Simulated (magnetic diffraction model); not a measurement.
## Moment size from magnetic intensity in DyCd2I7

Space group P2_1/c (no. 14), a = 7.8190 Å, b = 17.8100 Å, c = 11.9280 Å, β = 90.64°.

| site | atom | x | y | z |
| --- | --- | --- | --- | --- |
| 4e | Dy | 0.2201 | 0.1290 | 0.2218 |
| 4e | I | 0.7063 | 0.8555 | 0.0370 |
| 4e | I | 0.0235 | 0.6014 | 0.0662 |
| 4e | I | 0.4951 | 0.6018 | 0.0793 |
| 4e | I | 0.8593 | 0.0650 | 0.1154 |
| 4e | I | 0.5020 | 0.2590 | 0.1972 |
| 4e | I | 0.9992 | 0.2806 | 0.2073 |
| 4e | I | 0.3021 | 0.9527 | 0.2147 |
| 4e | Cd | 0.2583 | 0.7833 | 0.0496 |
| 4e | Cd | 0.2664 | 0.4422 | 0.1727 |

This is a made-up structure (elements placed in a structure type, unrelaxed), so the numbers test the method and describe no known phase.

Only Dy is taken to order (form factors of Dy3+); orders and moment sizes are assumed, and not adapted to the symmetry. Radiation: neutrons of λ = 1.8 Å (absorption by Cd and Dy left out), 5° to 30°; isotropic B of 0.13 Å² (Dy), 0.17 Å² (I) and 0.2 Å² (Cd). Simulated constant-wavelength pattern: nuclear and magnetic terms add, the magnetic one as |2.695 fm × Σ f S⊥ exp(2πi Q·r) exp(−B s²)|², summed over all Q at one angle with the factor 1/(sin²θ cos θ). For collinear order S is the moment m, which repeats by lattice and centring translations R with the sign exp(−2πi k·R). Free-ion form factors, Sears's scattering lengths of 1992, no absorption; a label names one of the reflections at its angle. The strongest nuclear line in the range is 100, and lines under 0.2 are left out.

In a first state the assumed order is k = (0 1/2 0), collinear moments along [110], 6.5 μB on Dy; signs + at (0.2201, 0.1290, 0.2218), − at (0.7799, 0.6290, 0.2782), + at (0.2201, 0.3710, 0.7218), + at (0.7799, 0.8710, 0.7782), with this pattern:

```
2θ (°)       index  nuclear  magnetic
  8.69   (0 3/2 0)      0.0      15.9
  9.13   (0 1/2 1)      0.0     153.2
 10.42     (0 1 1)      0.7       0.0
 11.60     (0 2 0)      1.7       0.0
 12.28   (0 3/2 1)      0.0       9.3
 13.22     (1 0 0)      2.1       0.0
 13.54   (1 1/2 0)      0.0      60.3
 14.44     (1 1 0)     46.6       0.0
 14.49     (0 2 1)    100.0       0.0
 14.52   (0 5/2 0)      0.0       5.1
 15.84   (1 3/2 0)      0.0       6.1
 16.01  (1 1/2 -1)      0.0       8.6
 16.17   (1 1/2 1)      0.0      13.3
 16.79    (1 1 -1)     40.9       0.0
 16.92   (0 5/2 1)      0.0       4.7
 16.94     (1 1 1)     21.6       0.0
```
(The table stops after 16 lines; 62 more lie at higher angle.)

**Question.** Nearer the ordering temperature the line at 9.13° has total intensity 38.3 on the same scale, and all moments have shrunk alike. How large is the Dy moment?

The nuclear part, 0.0, stays, so the magnetic part is 38.3 against 153.2. It goes as m², so m = 6.5 × √(38.3/153.2) = 3.25 μB; the value used was 3.25 μB.

[Logs are printed without paths, hosts, clocks, repeated set-up lines and the standing remarks that a program may print on its own settings, such as how far it seeks lower states.]
